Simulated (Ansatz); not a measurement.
# CsPbBr3 (Pm-3m): from the cell to its phonons, part 2 of 2

Wanted: phonon frequencies of CsPbBr3 (Pm-3m) and what follows from them.

Ansatz 0.2.0; DFT PBEsol, scalar-relativistic, plane waves, PAW; PAW set soft_1.

So far. Step 4 (A first phonon run): The highest optical mode at Γ without the field comes at 99.5 cm⁻¹, but the log warns of the mesh: “the force constants stand on the 6×6×6 k-mesh, whose period is 10.20 times the interband length at k = (-0.5000, -0.5000, -0.5000), direct gap 1.438 eV, under 14: take them and everything formed from them as unconverged”. The relaxed cell has a = 5.871 Å (conventional setting).

In doubt: the program warns that the response may not be converged on this k-mesh (step 6), which bears on the force constants and all frequencies.

### 6. Modes at Γ

The zone centre is the only wavevector solved here; it holds the modes that light can see, as far as symmetry allows. The response to a homogeneous field gives the Born charges and the dielectric tensor, and its change with displacement the Raman tensors.

Input file input.yaml:

```yaml
crystal:
  lattice:
    - [5.8712043682, 0.0, 0.0]
    - [0.0, 5.8712043682, 0.0]
    - [0.0, 0.0, 5.8712043682]
  atoms:
    - { symbol: Cs, position: [0.0, 0.0, 0.0] }
    - { symbol: Pb, position: [0.5, 0.5, 0.5] }
    - { symbol: Br, position: [0.0, 0.5, 0.5] }
    - { symbol: Br, position: [0.5, 0.0, 0.5] }
    - { symbol: Br, position: [0.5, 0.5, 0.0] }
kpoints:
  mp_grid: { grid: [10, 10, 10] }
hamiltonian:
  xc: pbesol
  pseudopotentials: { kind: paw, azcp: { folder: soft_1 }, xc_functional: pbe }
scf:
  occupations: { method: fixed }
output:
  eigenvalues: true
phonons:
  method: dfpt
  dielectric: true
  rigid_motions: translations
  raman: true
```

On the command line:

```console
> ansatz run input.yaml --threads 4 --pin off --max-ram 10240MiB --backend cpu --events-out ev --progress --plain --runs-dir out
```

Numbers of over 12 decimals in the logs are rounded to 6 here.

Output:

```text
[...]
Crystal: 5 atoms, lattice volume = 202.387 Å³
Basis set: ecut = 420 eV, 3911 PW (Γ), exchange–correlation on 80×80×80 points (8 copies of the dense FFT grid, shifted against one another)
Bands: 27, of which v1, the nominal top of the filled ones, is band 22 counted from 1 (21 counted from 0)
Symmetry: 48 space group operations
k-points: 312 of 1000 (irreducible under 2 space group operations, time reversal used)
[...]
SCF iter   1: F=—  HF=-25559.908243 eV  |F-HF|=—  |Δ(HF+E_count)|=         —  Δρ=1.95e-2  dr2=2.01e0  ethr=3.10e-3  ⟨swp⟩=4.9  Hψ=35445  notcnv=0  defer=512
[...]
SCF iter  10: F=-25558.870871 eV  HF=-25558.870871 eV  |F-HF|=6.91e-11  |Δ(HF+E_count)|=   2.65e-9  Δρ=8.85e-8  dr2=2.03e-11  ethr=1.00e-12  ⟨swp⟩=15.8  Hψ=65182  notcnv=0
SCF 1 converged in 10 iterations: F = -25558.870871 eV  dr2 = 2.03e-11
[...]
Bands: 23, of which v1, the nominal top of the filled ones, is band 22 counted from 1 (21 counted from 0)
k-points: 56
[...]
Eigensolver: Dense (56 Hₖ)
SCF iter   1: F=—  HF=-25558.859299 eV  |F-HF|=—  |Δ(HF+E_count)|=         —  Δρ=4.99e-5  dr2=1.37e-6  ethr=1.00e-1
[...]
SCF iter   5: F=-25558.859302 eV  HF=-25558.859302 eV  |F-HF|=1.09e-11  |Δ(HF+E_count)|=  8.62e-10  Δρ=6.52e-8  dr2=2.45e-11  ethr=1.42e-12
SCF 1 converged in 5 iterations: F = -25558.859302 eV  dr2 = 2.45e-11
[...]
SCF converged after 10 iterations
Free energy (F): -25558.870871 eV
[...]
Internal energy: -25558.870871 eV  (E = F + TS)
E sigma→0 (E₀):  -25558.870871 eV
Fermi energy:    3.753033 eV
[...]
--- Band table (eV; the first three rows and the last of 312) ---
  k-point 0: bands = [... 18 lower, 1.5854, 1.7051, 1.7051, 1.7051, 6.6357, 7.7784, 7.7784, 8.5206, ... 1 higher]
  k-point 1: bands = [... 18 lower, 1.5734, 1.6924, 1.6924, 1.6954, 6.7383, 7.8399, 7.8582, 8.5545, ... 1 higher]
  k-point 2: bands = [... 18 lower, 1.5394, 1.6618, 1.6618, 1.6957, 7.0237, 8.0093, 8.0806, 8.5247, ... 1 higher]
  k-point 311: bands = [... 18 lower, 2.0811, 2.0811, 2.0811, 3.7530, 5.1924, 5.1924, 5.1924, 8.1483, ... 1 higher]
[...]
ASR residual: 7.031e-5 → 0.000e0 eV/Å²; symmetrization residual: 6.829e-5 eV/Å²
  ASR residual per site (eV/Å²): 7.03e-5 6.17e-5 1.98e-5 1.98e-5 1.98e-5
[...]
ε∞ (high-frequency dielectric tensor):
        4.900930     0.000000    -0.000000
        0.000000     4.900930     0.000000
       -0.000000     0.000000     4.900930
[...]
Born effective charges Z* (e; rows j = field, columns β = displacement):
    site 0:
         1.34186   -0.00000    0.00000
        -0.00000    1.34186    0.00000
         0.00000    0.00000    1.34186
    site 1:
         4.31540    0.00000   -0.00000
        -0.00000    4.31540    0.00000
        -0.00000    0.00000    4.31540
    site 2:
        -4.20124   -0.00000   -0.00000
        -0.00000   -0.72801   -0.00000
         0.00000    0.00000   -0.72801
    site 3:
        -0.72801   -0.00000    0.00000
        -0.00000   -4.20124    0.00000
         0.00000    0.00000   -0.72801
    site 4:
        -0.72801   -0.00000    0.00000
         0.00000   -0.72801    0.00000
         0.00000    0.00000   -4.20124
  Z* charge neutrality: 1.753e-3 e pre-enforcement
[...]
optical modes at Γ without the LO–TO term, one row a degenerate level:
      ω (cm⁻¹)  modes    IR ((D/Å)²/amu)  static Raman (Å⁴/amu)  depolarisation
        -17.28      3             2.0645                 0.0000               —
         13.43      3             0.0000                 0.0000               —
         37.46      3             0.6981                 0.0000               —
        100.07      3            20.6026                 0.0000               —
  optical modes at Γ + LO–TO along q̂ = [1.0000, 0.0000, 0.0000]:
      ω (cm⁻¹)  modes    IR ((D/Å)²/amu)  static Raman (Å⁴/amu)  depolarisation
        -17.28      2             1.3763                 0.0000               —
         13.43      3             0.0000                 0.0000               —
         14.41      1             0.0740                 0.0000               —
         37.46      2             0.4654                 0.0000               —
         40.65      1             0.0537                 0.0000               —
        100.07      2            13.7351                 0.0000               —
        161.27      1             7.6606                 0.0000               —
  optical modes at Γ + LO–TO along q̂ = [0.0000, 1.0000, 0.0000]:
      ω (cm⁻¹)  modes    IR ((D/Å)²/amu)  static Raman (Å⁴/amu)  depolarisation
        -17.28      2             1.3763                 0.0000               —
         13.43      3             0.0000                 0.0000               —
         14.41      1             0.0740                 0.0000               —
         37.46      2             0.4654                 0.0000               —
         40.65      1             0.0537                 0.0000               —
        100.07      2            13.7351                 0.0000               —
        161.27      1             7.6606                 0.0000               —
  optical modes at Γ + LO–TO along q̂ = [0.0000, 0.0000, 1.0000]:
      ω (cm⁻¹)  modes    IR ((D/Å)²/amu)  static Raman (Å⁴/amu)  depolarisation
        -17.28      2             1.3763                 0.0000               —
         13.43      3             0.0000                 0.0000               —
         14.41      1             0.0740                 0.0000               —
         37.46      2             0.4654                 0.0000               —
         40.65      1             0.0537                 0.0000               —
        100.07      2            13.7351                 0.0000               —
        161.27      1             7.6606                 0.0000               —
```

It took 11 min on 4 threads of Arm Neoverse V1, shared host; peak memory 6.6 GiB.

Reading the cycles: dr2 is the Hartree energy of the density residual (eV), the measure of convergence; HF is the Harris–Foulkes estimate of the energy, which meets the free energy F at convergence.

This step gave:

```yaml
sum_rule_residual_before_enforcement: 7.03e-5 eV/Å²
miss_of_the_charge_sum_rule: 0.001753 e
estimated_error_of_the_dielectric_tensor: 0.02121
estimated_error_of_the_born_charges: 0.04252 e
highest_optical_mode_at_the_zone_centre_no_lo_to_term: 100.1 cm⁻¹
lowest_optical_zone_centre_mode: -17.28 cm⁻¹
mean_high_frequency_dielectric_constant: 4.901
top_of_the_zone_centre_spectrum_with_the_field: 161.3 cm⁻¹
```

Without the LO-TO term. Patterns of degenerate modes are one choice out of their space. Modes at Γ, with each element's share of the kinetic energy (negative means imaginary):

```
mode  frequency (cm⁻¹)  symmetry  Cs %  Pb %  Br %
   1             -17.3       T1u    66     1    33
   2             -17.3       T1u    66     1    33
   3             -17.3       T1u    66     1    33
   4               0.0  acoustic    23    36    41
   5               0.0  acoustic    23    36    41
   6               0.0  acoustic    23    36    41
   7              13.4       T2u     0     0   100
   8              13.4       T2u     0     0   100
   9              13.4       T2u     0     0   100
  10              37.5       T1u    11    42    47
  11              37.5       T1u    11    42    47
  12              37.5       T1u    11    42    47
  13             100.1       T1u     0    21    79
  14             100.1       T1u     0    21    79
  15             100.1       T1u     0    21    79
```

Displacements in mode 3 (-17.3 cm⁻¹), the largest set to 1:
```
Cs1 -0.43 -0.35  1.00
Pb2  0.04  0.03 -0.10
Br3  0.06  0.22 -0.63
Br4  0.27  0.05 -0.63
Br5  0.27  0.22 -0.14
```

Displacements in mode 13 (100.1 cm⁻¹), the largest set to 1:
```
Cs1  0.00  0.00 -0.01
Pb2  0.00  0.00 -0.32
Br3  0.00  0.00 -0.07
Br4  0.00  0.00 -0.07
Br5  0.00  0.00  1.00
```

Optical modes at the zone centre, without and with the macroscopic field of the longitudinal modes; each column is sorted by frequency, so a row need not hold one and the same mode. Modes with and without the field, by row:

```
rank among optical modes  no field (cm⁻¹)  q along (1, 0, 0) (cm⁻¹)
                       1            -17.3                     -17.3
                       2            -17.3                     -17.3
                       3            -17.3                      13.4
                       4             13.4                      13.4
                       5             13.4                      13.4
                       6             13.4                      14.4
                       7             37.5                      37.5
                       8             37.5                      37.5
                       9             37.5                      40.6
                      10            100.1                     100.1
                      11            100.1                     100.1
                      12            100.1                     161.3
```

Born charge (rows field, columns displacement) (e), principal values of the symmetric part by kind of site:

```
atom  atoms with these values    low  middle   high   mean
 Cs1                        1   1.34    1.34   1.34   1.34
 Pb2                        1   4.32    4.32   4.32   4.32
 Br3                        3  -4.20   -0.73  -0.73  -1.89
```

In full for Pb2:

```
4.32 0.00 0.00
0.00 4.32 0.00
0.00 0.00 4.32
```

High-frequency dielectric tensor:

```
4.90 0.00 0.00
0.00 4.90 0.00
0.00 0.00 4.90
```

Transverse modes; imaginary modes are left out. Infrared lines, with heights relative to the strongest:

```
position (cm⁻¹)  label  relative intensity
             13    T2u                 0.0
             38    T1u                 3.4
            100    T1u                 100
```

Before it was imposed, the acoustic sum rule was missed by 7.0e-5 eV/Å² and the charge sum rule by 0.0018 e. Small misses are needed for a sound result but don't prove that mesh and cutoff are converged. Against the first mesh the highest mode moved by +0.6 cm⁻¹. The lowest optical mode is imaginary, 17.3i cm⁻¹, so the energy falls along it.

The log warns of the k mesh: “the force constants stand on the 10×10×10 k-mesh, whose period is 13.53 times the interband length at k = (-0.5000, -0.5000, -0.5000), direct gap 1.439 eV, under 14: take them and everything formed from them as unconverged”.

### 7. Another isotope, element Br, natural mass 79.904 amu

An isotope changes the mass and not the force constants, so no new electronic calculation is needed; the shifts show which modes move this element.

The same force constants with the mass of Br changed from 79.904 to 80.916 u (phonopy, no LO-TO term). Both lists are sorted by frequency; levels can cross, so a row need not hold one and the same mode. Modes under 3 cm⁻¹ are left out. Isotope shifts, by row:

```
    q  rank  natural mass (cm⁻¹)  changed mass (cm⁻¹)
0 0 0     1               -17.28               -17.24
0 0 0     2               -17.28               -17.24
0 0 0     3               -17.28               -17.24
0 0 0     7                13.43                13.34
0 0 0     8                13.43                13.34
0 0 0     9                13.43                13.34
0 0 0    10                37.46                37.35
0 0 0    11                37.46                37.35
0 0 0    12                37.46                37.35
0 0 0    13                100.1                99.58
0 0 0    14                100.1                99.58
0 0 0    15                100.1                99.58
```

A mode of this element alone would shift by -0.63 %. The highest zone-centre frequency without the field goes from 100.1 to 99.6 cm⁻¹ (-0.5 %).

### 8. Another isotope, element Pb, natural mass 207.2 amu

The same for Pb, from 207.20 to 203.97 u.

A mode of this element alone would shift by +0.79 %. The highest zone-centre frequency without the field goes from 100.1 to 100.2 cm⁻¹ (+0.2 %).

### 9. What came out

```json
{
 "space group after relaxation (within 0.01 Å)": "Pm-3m",
 "volume per atom": "40.5 Å³",
 "gap on the k-mesh": "1.44 eV",
 "highest optical mode at the zone centre (no LO-TO term)": "100 cm⁻¹",
 "top of the zone-centre spectrum with the field": "161 cm⁻¹",
 "lowest optical zone-centre mode": "-17.3 cm⁻¹",
 "mean high-frequency dielectric constant": "4.90",
 "largest Born charge (third of the trace)": "4.32 e",
 "imaginary modes at Γ (the only wavevector solved)": "yes"
}
```

A zone-centre mode is imaginary (17.3i cm⁻¹), so this structure is not a minimum of the energy. Without the field, the optical modes at Γ span -17 to 100 cm⁻¹ (negative means imaginary). No dispersion was computed. The highest mode in this list at Γ, 100.1 cm⁻¹, is mostly motion of Br (79 % of the kinetic energy). With the macroscopic field of the longitudinal modes the top of the zone-centre spectrum lies at 161 cm⁻¹, against 100 cm⁻¹ without it. Among the real modes, the strongest infrared line is at 100 cm⁻¹. With the field response the log warns that the k mesh is coarse for the force constants too, so the frequencies may not be converged. Spin-orbit coupling is left out, which can matter for the heavy elements here. The PAW files were made for PBE and serve the other functionals too. These are harmonic frequencies at zero temperature: anharmonic shifts, linewidths and thermal expansion are left out.

[Logs are printed without paths, hosts, clocks, repeated set-up lines and the standing remarks that a program may print on its own settings, such as how far it seeks lower states.]

[Hosts, paths, dates, database ids (printed as entryN), source tags and the programs' standing remarks are cut or masked in the printed files.]
